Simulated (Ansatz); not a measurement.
## Na3MoO4Cl (P4/nmm): G0W0 under other settings

A base run on Na3MoO4Cl (P4/nmm), then changed inputs.

Calculated with Ansatz 0.2.0; G0W0 on PBE, plane waves, PAW; PAW set soft_1.

**1. Set-up**

The structure is tetragonal, space group P4/nmm (No. 129). Conventional cell: a = 7.494 Å, b = 7.494 Å, c = 5.341 Å, α = 90.00°, β = 90.00°, γ = 90.00°. Nearest to Na lie 4 O at 2.50 Å and 2 Cl at 2.78 Å. Na has 4 O at 2.35 Å and 2 Cl at 2.58 to 2.76 Å nearest. Nearest to Mo lie 4 O at 1.78 Å. Nearest to Cl lie 6 Na at 2.58 to 2.78 Å. Nearest to O lie 1 Mo at 1.78 Å and 3 Na at 2.35 to 2.50 Å. Farther neighbours and most contacts between anions are not listed.

Geometry: measured cell, ions relaxed with PBE. The runs that relaxed it are not among those shown.

**2. The base run: 2×2×2 mesh, 469 empty bands, screening to 78 eV, PAW set soft_1 files**

Now the one-shot GW correction: screening in the RPA, then the self-energy of the levels asked for. This step takes PAW set soft_1 files.

Contents of input.yaml:

```yaml
crystal:
  lattice:
    - [7.4942, 0.0, 0.0]
    - [0.0, 7.4942, 0.0]
    - [0.0, 0.0, 5.3409]
  atoms:
    - { symbol: Na, position: [0.75, 0.75, 0.0] }
    - { symbol: Na, position: [0.75, 0.25, 0.0] }
    - { symbol: Na, position: [0.25, 0.25, 0.0] }
    - { symbol: Na, position: [0.25, 0.75, 0.0] }
    - { symbol: Na, position: [0.5, 0.0, 0.6389095619] }
    - { symbol: Na, position: [0.0, 0.5, 0.3610904381] }
    - { symbol: Mo, position: [0.0, 0.0, 0.5] }
    - { symbol: Mo, position: [0.5, 0.5, 0.5] }
    - { symbol: Cl, position: [0.5, 0.0, 0.155433647] }
    - { symbol: Cl, position: [0.0, 0.5, 0.844566353] }
    - { symbol: O, position: [0.810272275, 0.0, 0.7004856242] }
    - { symbol: O, position: [0.5, 0.310272275, 0.7004856242] }
    - { symbol: O, position: [0.189727725, 0.0, 0.7004856242] }
    - { symbol: O, position: [0.5, 0.689727725, 0.7004856242] }
    - { symbol: O, position: [0.310272275, 0.5, 0.2995143758] }
    - { symbol: O, position: [0.0, 0.189727725, 0.2995143758] }
    - { symbol: O, position: [0.689727725, 0.5, 0.2995143758] }
    - { symbol: O, position: [0.0, 0.810272275, 0.2995143758] }
kpoints:
  mp_grid: { grid: [2, 2, 2] }
hamiltonian:
  xc: pbe
  pseudopotentials: { kind: paw, azcp: { folder: soft_1 } }
scf:
  occupations: { method: fixed }
gw:
  n_empty_bands: 469
  ecut_chi: 78
  qp_bands: [v4, c4]
  qp_kpoints: band_edges
  screening: { model: contour_deformation }
```

On the command line:

```bash
ansatz run input.yaml --threads 2 --pin off --max-ram 92160MiB --backend cuda --events-out ev --progress --plain --runs-dir out --devices 1 --max-vram 13GiB
```

Numbers of over 12 decimals in the logs are rounded to 6 here.

Log:

```text
GPUs: using 1 of 1 available (devices: 1).
Engine: ansatz 0.2.0, x86_64-unknown-linux-gnu
Pseudopotentials: kind: paw
Pseudopotential: Na, paw, valence charge 9, recommended cutoff 420 eV (normal), soft_1/Na.paw.azcp
Pseudopotential: Mo, paw, valence charge 14, recommended cutoff 420 eV (normal), soft_1/Mo.paw.azcp
Pseudopotential: Cl, paw, valence charge 7, recommended cutoff 420 eV (normal), soft_1/Cl.paw.azcp
Pseudopotential: O, paw, valence charge 6, recommended cutoff 420 eV (normal), soft_1/O.paw.azcp
Functional definition: PBE
  parameter kappa = 0.804
  parameter beta = 0.066725
  exchange = pbe_x(kappa = kappa, mu = beta*pi^2/3)
  correlation = pbe_c(beta = beta)
device memory: the entry about to start is reckoned to put 3.2 GiB on a device that reports 55.6 GiB free (of which the cap on the GPU budget leaves the run 13.0 GiB)
GPU FFT provider: cuFFT
GPU libraries: cuBLAS 13.8.2, cuFFT 12.4.0, cuSOLVER 12.3.4
Crystal: 18 atoms, lattice volume = 299.961 Å³
Basis set: ecut = 420 eV, 5889 PW (Γ)
Bands: 90, of which v1, the nominal top of the filled ones, is band 72 counted from 1 (71 counted from 0)
Symmetry: 16 space group operations
Space group: P4/nmm (ITA 129), of the structure as read, at distance tolerance 6.7e-5 Å
k-points: 6 of 8
Non-local potential: Na, projectors of the file, l = 0: 3, l = 1: 2, l = 2: 1
Non-local potential: Mo, projectors of the file, l = 0: 3, l = 1: 2, l = 2: 2, l = 3: 1
Non-local potential: Cl, projectors of the file, l = 0: 2, l = 1: 2, l = 2: 1
Non-local potential: O, projectors of the file, l = 0: 2, l = 1: 2, l = 2: 1
PAW form: soft (Blöchl's): semilocal exchange-correlation on the pseudo side does not see the compensation charge
PAW one-centre angular grid: Na, 110 points (default); XC on 64 Gauss nodes
PAW one-centre angular grid: Mo, 590 points (default); XC on 64 Gauss nodes
PAW one-centre angular grid: Cl, 110 points (default); XC on 64 Gauss nodes
PAW one-centre angular grid: O, 110 points (default); XC on 64 Gauss nodes
Initial density: superposition of atomic densities (chi_scale 0.1, normalization cell, long waves kept (reshape's long-wave potential 0.04 eV rms))
Initial wavefunctions: pseudopotential atomic-orbital guess
GPU buffer pool allocated for 104976 grid points (all kernels)
GPU transforms: local potential and band sums: pruned to the plane-wave sphere, on 54×54×36
Functional: x = pbe(κ = 0.804, μ = 0.219515), c = pbe(β = 0.066725)
SCF iter   1: F=—  HF=-25559.553613 eV  |F-HF|=—  |Δ(HF+E_count)|=         —  Δρ=1.02e-1  dr2=4.77e1  ethr=3.10e-3  ⟨swp⟩=5.2  Hψ=1676  notcnv=0  defer=81
preconditioner: auto → Resta (q_TF=auto, 2.414 Å⁻¹)  ε∞=3.4  [insulator: Δε(μ)=4.501 eV  Ē_g=12.456 eV  n_scr=68 (ndim 8)  ℏωp=19.2 eV  f_vac=0.000  ε∞_Penn≈3.4]
[...]
NSCF: frozen V_eff on 6 k-points
G₀W₀ screening: q 1/6
[... further progress lines ...]
SCF converged after 10 iterations
Free energy (F): -25545.998694 eV
Harris-Foulkes:  -25545.998694 eV  (|F-HF|=1.63e-8)
Internal energy: -25545.998694 eV  (E = F + TS)
E sigma→0 (E₀):  -25545.998694 eV
Fermi energy:    2.404630 eV
--- Per-component energies (eV) ---
  E_band       = -2012.127257
  E_kinetic    = 3175.452936
  E_local      = -15695.090956  (includes V_loc(G=0)·N_el)
  E_nonlocal   = 2440.895023
  E_hartree    = 5506.478540
  E_xc         = -1364.127100
  E_vxc        = -1689.894390  (∫ρ·V_xc dr)
  E_paw        = -10797.908463  (= ΣΔE_a)
  E_vpaw       = -1256.460066  (= ΣTr[D̂ρ^β])
  E_aug_tail   = 0.006583  (compensation charges beyond the density's cutoff)
  E_ewald      = -8811.705256
  E_smearing   = -0.000000  (= −TS)
  E_closure    = -0.000000  (closes the sum)
  Σ components = -25545.998694   (vs F -25545.998694, Δ=0.00e0)
--- Band table (eV; the first three rows and the last of 6) ---
  k-point 0: bands = [... 68 lower, 2.1116, 2.2575, 2.2575, 2.3814, 6.7179, 6.7808, 7.0833, 7.2314, ... 14 higher]
  k-point 1: bands = [... 68 lower, 2.3244, 2.3610, 2.4018, 2.4018, 6.9024, 7.1384, 7.2570, 7.3678, ... 14 higher]
  k-point 2: bands = [... 68 lower, 2.2592, 2.2592, 2.3046, 2.3046, 6.9603, 6.9603, 6.9961, 6.9961, ... 14 higher]
  k-point 5: bands = [... 68 lower, 2.1889, 2.1889, 2.4046, 2.4046, 7.0367, 7.0367, 7.3338, 7.3338, ... 14 higher]
--- G₀W₀: contour deformation, 6 samples at zero and on the imaginary axis and 0 off it, 8 q-points, 469 empty bands' worth ---
  eigenvalues of the whole cell's RPA ε∞ on this k-mesh (on a slab, of 1 + 4πα/V) = 2.5224, 2.5224, 2.5462; static W/v taken at q = 0 is 0.394742
  bands read: the sum over 541 bands ends inside a degenerate multiplet in 6 slots, whose members it reads at an even weight; the widest, k=0: bands 541 to 542 (counted from 1) at 1/2 each
  gw.qp_kpoints: band_edges: 6 of 6 stored k-points solved, in 1 pass; an edge of the gap read off the rows below is read off those points alone
    ik  band        ε_KS         Σx   Σc(E_QP)       V_xc       Z   E_QP_lin       E_QP  E_QP is
     0    69      2.1116   -24.8436     4.3543   -19.4937  0.7521     1.1002     1.1160  root
     0    70      2.2575   -24.8345     4.2406   -19.6012  0.7553     1.2499     1.2649  root
     0    71      2.2575   -24.8345     4.2406   -19.6012  0.7553     1.2499     1.2649  root
     0    72      2.3814   -25.2493     4.2672   -20.0717  0.7531     1.4588     1.4710  root
     0    73      6.7179   -15.2369    -3.6469   -20.9371  0.7979     8.8158     8.7712  root
     0    74      6.7808   -13.1552    -3.5268   -18.4947  0.8102     8.6257     8.5935  root
     0    75      7.0833   -15.1374    -3.6292   -20.8131  0.7971     9.1757     9.1298  root
     0    76      7.2314   -16.7338    -3.5713   -22.5231  0.7850     9.5083     9.4495  root
[...]
5    73      7.0367   -16.1392    -3.6181   -21.9055  0.7905     9.2373     9.1850  root
     5    74      7.0367   -16.1392    -3.6181   -21.9055  0.7905     9.2373     9.1850  root
     5    75      7.3338   -16.7401    -3.5400   -22.5020  0.7868     9.6132     9.5557  root
     5    76      7.3338   -16.7401    -3.5400   -22.5020  0.7868     9.6132     9.5557  root
```

Elapsed: 20 s, on 1 × NVIDIA H100 80GB HBM3 (shared by 6 runs) with 2 threads of AMD EPYC 7R13 (Zen 3), shared host; peak memory 1.6 GiB.

This step gave:

```
bands summed                                 : 541
RPA ε∞ on this mesh (eigenvalues)            : 2.522, 2.522, 2.546
plane waves in the screening matrix          : 487
q-points in the mesh                         : 8
G0W0 gap on the mesh                         : 7.106 eV
k of the valence top                         : -0.5, -0.5, -0.5
k of the conduction bottom                   : 0, 0, 0
starting gap on the mesh                     : 4.313 eV
Z at the valence top                         : 0.7526
Z at the conduction bottom                   : 0.8102
least direct G0W0 gap on the computed points : 7.123 eV
```

The gap on the mesh goes from 4.31 eV to 7.11 eV, a correction of +2.79 eV, though a band edge has moved to another state.

**3. Variant: static remainder**

This step: G0W0 on PBE, plane waves, norm-conserving pseudopotentials.

input.yaml, as its differences from that of step 2:

```diff
@@ -28,3 +28,3 @@
   xc: pbe
-  pseudopotentials: { kind: paw, azcp: { folder: soft_1 } }
+  pseudopotentials: { kind: nc }
 scf:
@@ -32,4 +32,4 @@
 gw:
-  n_empty_bands: 469
-  ecut_chi: 78
+  n_empty_bands: 316
+  ecut_chi: 100
   qp_bands: [v4, c4]
@@ -37 +37,2 @@
   screening: { model: contour_deformation }
+  static_remainder: true
```

Log:

```text
Warning: gw takes pair_densities: pseudo, which can misplace gaps by tens of per cent, since gw.static_remainder lacks the terms of the atoms
GPUs: using 1 of 1 available (devices: 1).
[...]
GPU FFT provider: cuFFT
GPU libraries: cuBLAS 13.8.2, cuFFT 12.4.0, cuSOLVER 12.3.4
Crystal: 18 atoms, lattice volume = 299.961 Å³
Basis set: ecut = 1240 eV, 29807 PW (Γ)
Bands: 90, of which v1, the nominal top of the filled ones, is band 72 counted from 1 (71 counted from 0)
Symmetry: 16 space group operations
[...]
k-points: 6 of 8
[...]
GPU buffer pool allocated for 518400 grid points (all kernels)
[...]
SCF iter   1: F=—  HF=-15925.797073 eV  |F-HF|=—  |Δ(HF+E_count)|=         —  Δρ=1.13e-1  dr2=4.99e1  ethr=3.10e-3  ⟨swp⟩=5.2  Hψ=1822  notcnv=0  defer=85
[...]
SCF iter  10: F=-15910.599597 eV  HF=-15910.599597 eV  |F-HF|=1.64e-8  |Δ(HF+E_count)|=   2.48e-7  Δρ=2.67e-6  dr2=1.49e-8  ethr=6.94e-11  ⟨swp⟩=14.5  Hψ=2834  notcnv=0
SCF 1 converged in 10 iterations: F = -15910.599597 eV  dr2 = 1.49e-8
[...]
NSCF: frozen V_eff on 6 k-points
[...]
G₀W₀ screening: q 1/6
[... further progress lines ...]
SCF converged after 10 iterations
Free energy (F): -15910.599597 eV
[...]
Internal energy: -15910.599597 eV  (E = F + TS)
E sigma→0 (E₀):  -15910.599597 eV
Fermi energy:    2.438968 eV
[...]
--- Band table (eV; the first three rows and the last of 6) ---
  k-point 0: bands = [... 68 lower, 2.1473, 2.2925, 2.2925, 2.4147, 6.7489, 6.8142, 7.1163, 7.2626, ... 14 higher]
  k-point 1: bands = [... 68 lower, 2.3616, 2.3944, 2.4364, 2.4364, 6.9334, 7.1700, 7.2879, 7.3995, ... 14 higher]
  k-point 2: bands = [... 68 lower, 2.2963, 2.2963, 2.3387, 2.3387, 6.9914, 6.9914, 7.0289, 7.0289, ... 14 higher]
  k-point 5: bands = [... 68 lower, 2.2242, 2.2242, 2.4390, 2.4390, 7.0681, 7.0681, 7.3656, 7.3656, ... 14 higher]
[...]
static-remainder magnitude (band-truncation diagnostic): 1.2665 eV
[...]
0    69      2.1473   -24.1473     4.0636   -18.8571  0.7497     0.8959     0.9207  root
     0    70      2.2925   -24.0695     3.9463   -18.8809  0.7528     1.0260     1.0503  root
     0    71      2.2925   -24.0695     3.9463   -18.8809  0.7528     1.0260     1.0503  root
     0    72      2.4147   -24.5703     3.9589   -19.4496  0.7505     1.2323     1.2530  root
     0    73      6.7489   -12.7727    -3.9393   -18.3221  0.7961     8.3848     8.3589  root
     0    74      6.8142   -11.0834    -3.7839   -16.2963  0.8084     8.2622     8.2432  root
     0    75      7.1163   -12.7290    -3.9337   -18.2715  0.7951     8.7518     8.7250  root
     0    76      7.2626   -14.2240    -3.9131   -19.8868  0.7827     9.0464     9.0124  root
[...]
5    73      7.0681   -13.6211    -3.9402   -19.2506  0.7884     8.7877     8.7574  root
     5    74      7.0681   -13.6211    -3.9402   -19.2506  0.7884     8.7877     8.7574  root
     5    75      7.3656   -14.2208    -3.8858   -19.8566  0.7845     9.1488     9.1157  root
     5    76      7.3656   -14.2208    -3.8858   -19.8566  0.7845     9.1488     9.1157  root
```

Wall time 22 s (1 × NVIDIA H100 80GB HBM3 (shared by 6 runs) with 2 threads); peak memory 2.7 GiB.

Against the base:

| setting | base | variant |
| --- | --- | --- |
| files | PAW set soft_1 | norm-conserving |
| empty bands | 469 | 316 |
| screening cutoff (eV) | 78 | 100 |
| static remainder | - | true |

```
                                    quantity  variant   base
                    starting gap on the mesh    4.310  4.313
                        G0W0 gap on the mesh    6.973  7.106
least direct G0W0 gap on the computed points    6.990  7.123
                        Z at the valence top    0.750  0.753
                  Z at the conduction bottom    0.808  0.810
```

**4. Variant: low screening cutoff**

This step: G0W0 on PBE, plane waves, PAW; PAW set soft_1.

input.yaml, as its differences from that of step 3:

```diff
@@ -28,3 +28,3 @@
   xc: pbe
-  pseudopotentials: { kind: nc }
+  pseudopotentials: { kind: paw, azcp: { folder: soft_1 } }
 scf:
@@ -32,4 +32,4 @@
 gw:
-  n_empty_bands: 316
-  ecut_chi: 100
+  n_empty_bands: 895
+  ecut_chi: 55
   qp_bands: [v4, c4]
@@ -37,2 +37 @@
   screening: { model: contour_deformation }
-  static_remainder: true
```

Log:

```text
GPUs: using 1 of 1 available (devices: 1).
[...]
GPU FFT provider: cuFFT
GPU libraries: cuBLAS 13.8.2, cuFFT 12.4.0, cuSOLVER 12.3.4
Crystal: 18 atoms, lattice volume = 299.961 Å³
Basis set: ecut = 420 eV, 5889 PW (Γ)
Bands: 90, of which v1, the nominal top of the filled ones, is band 72 counted from 1 (71 counted from 0)
Symmetry: 16 space group operations
[...]
k-points: 6 of 8
[...]
GPU buffer pool allocated for 104976 grid points (all kernels)
[...]
SCF iter   1: F=—  HF=-25559.553613 eV  |F-HF|=—  |Δ(HF+E_count)|=         —  Δρ=1.02e-1  dr2=4.77e1  ethr=3.10e-3  ⟨swp⟩=5.2  Hψ=1676  notcnv=0  defer=81
[...]
SCF iter  10: F=-25545.998694 eV  HF=-25545.998694 eV  |F-HF|=1.63e-8  |Δ(HF+E_count)|=   2.12e-7  Δρ=2.38e-6  dr2=2.72e-8  ethr=6.94e-11  ⟨swp⟩=11.5  Hψ=2185  notcnv=0
SCF 1 converged in 10 iterations: F = -25545.998694 eV  dr2 = 2.72e-8
[...]
G₀W₀ screening: q 1/6
[... further progress lines ...]
SCF converged after 10 iterations
Free energy (F): -25545.998694 eV
[...]
Internal energy: -25545.998694 eV  (E = F + TS)
E sigma→0 (E₀):  -25545.998694 eV
Fermi energy:    2.404630 eV
[...]
--- Band table (eV; the first three rows and the last of 6) ---
  k-point 0: bands = [... 68 lower, 2.1116, 2.2575, 2.2575, 2.3814, 6.7179, 6.7808, 7.0833, 7.2314, ... 14 higher]
  k-point 1: bands = [... 68 lower, 2.3244, 2.3610, 2.4018, 2.4018, 6.9024, 7.1384, 7.2570, 7.3678, ... 14 higher]
  k-point 2: bands = [... 68 lower, 2.2592, 2.2592, 2.3046, 2.3046, 6.9603, 6.9603, 6.9961, 6.9961, ... 14 higher]
  k-point 5: bands = [... 68 lower, 2.1889, 2.1889, 2.4046, 2.4046, 7.0367, 7.0367, 7.3338, 7.3338, ... 14 higher]
[...]
0    69      2.1116   -24.8436     4.2760   -19.4937  0.7565     1.0191     1.0377  root
     0    70      2.2575   -24.8345     4.1687   -19.6012  0.7598     1.1756     1.1931  root
     0    71      2.2575   -24.8345     4.1687   -19.6012  0.7598     1.1756     1.1931  root
     0    72      2.3814   -25.2493     4.1884   -20.0717  0.7578     1.3775     1.3922  root
     0    73      6.7179   -15.2369    -3.7195   -20.9371  0.8017     8.7396     8.6986  root
     0    74      6.7808   -13.1552    -3.6136   -18.4947  0.8133     8.5355     8.5066  root
     0    75      7.0833   -15.1374    -3.7103   -20.8131  0.8009     9.0906     9.0487  root
     0    76      7.2314   -16.7338    -3.6429   -22.5231  0.7895     9.4321     9.3779  root
[...]
5    73      7.0367   -16.1392    -3.6917   -21.9055  0.7946     9.1594     9.1113  root
     5    74      7.0367   -16.1392    -3.6917   -21.9055  0.7946     9.1594     9.1113  root
     5    75      7.3338   -16.7401    -3.6197   -22.5020  0.7912     9.5287     9.4760  root
     5    76      7.3338   -16.7401    -3.6197   -22.5020  0.7912     9.5287     9.4760  root
```

Elapsed: 27 s, on 1 × NVIDIA H100 80GB HBM3 (shared by 6 runs) with 2 threads; peak memory 2 GiB.

Against the base:

| setting | base | variant |
| --- | --- | --- |
| empty bands | 469 | 895 |
| screening cutoff (eV) | 78 | 55 |

| quantity | variant | base |
| --- | --- | --- |
| starting gap on the mesh | 4.313 | 4.313 |
| G0W0 gap on the mesh | 7.097 | 7.106 |
| least direct G0W0 gap on the computed points | 7.114 | 7.123 |
| Z at the valence top | 0.757 | 0.753 |
| Z at the conduction bottom | 0.813 | 0.810 |

**5. What came out**

- base: 7.11 eV, 20 s
- static remainder: 6.97 eV, 22 s
- low screening cutoff: 7.10 eV, 27 s

What this shows: Static remainder: the gap moves by −0.13 eV (the plane-wave cutoff goes from 420 to 1240 eV); such settings are too crude to quote. The variant differs from the base in files, empty bands, screening cutoff and static remainder together, so the change can't be laid to one of them. This option needs pseudo pair densities, which the log warns can misplace gaps. Low screening cutoff: the gap moves by −0.01 eV; such settings are too crude to quote. The variant differs from the base in empty bands and screening cutoff together, so the change can't be laid to one of them. All runs here use a coarse mesh and modest cutoffs; they test settings and are not final values. The 2×2×2 mesh is coarse for this cell (its supercell is 11 Å along the shortest edge). The RPA ε∞ on it, from the PBE start, is 2.52 and 2.55; such meshes misread the long-range screening, most where the gap is narrow. The many-body steps are scalar-relativistic: spin-orbit coupling is not in them.

[Paths, hosts, dates, memory and timing lines, banners, echoed tables and standing remarks are left out of the program output.]

[Logs are printed without paths, hosts, clocks, repeated set-up lines and the standing remarks that a program may print on its own settings, such as how far it seeks lower states.]

[Runs of the session that timed out or met a known fault of the program may be left out.]

[Cells called generated may have been cut or substituted from an entry of the Crystallography Open Database or the Materials Project.]

[Hosts, paths, dates, database ids (printed as entryN), source tags and the programs' standing remarks are cut or masked in the printed files.]
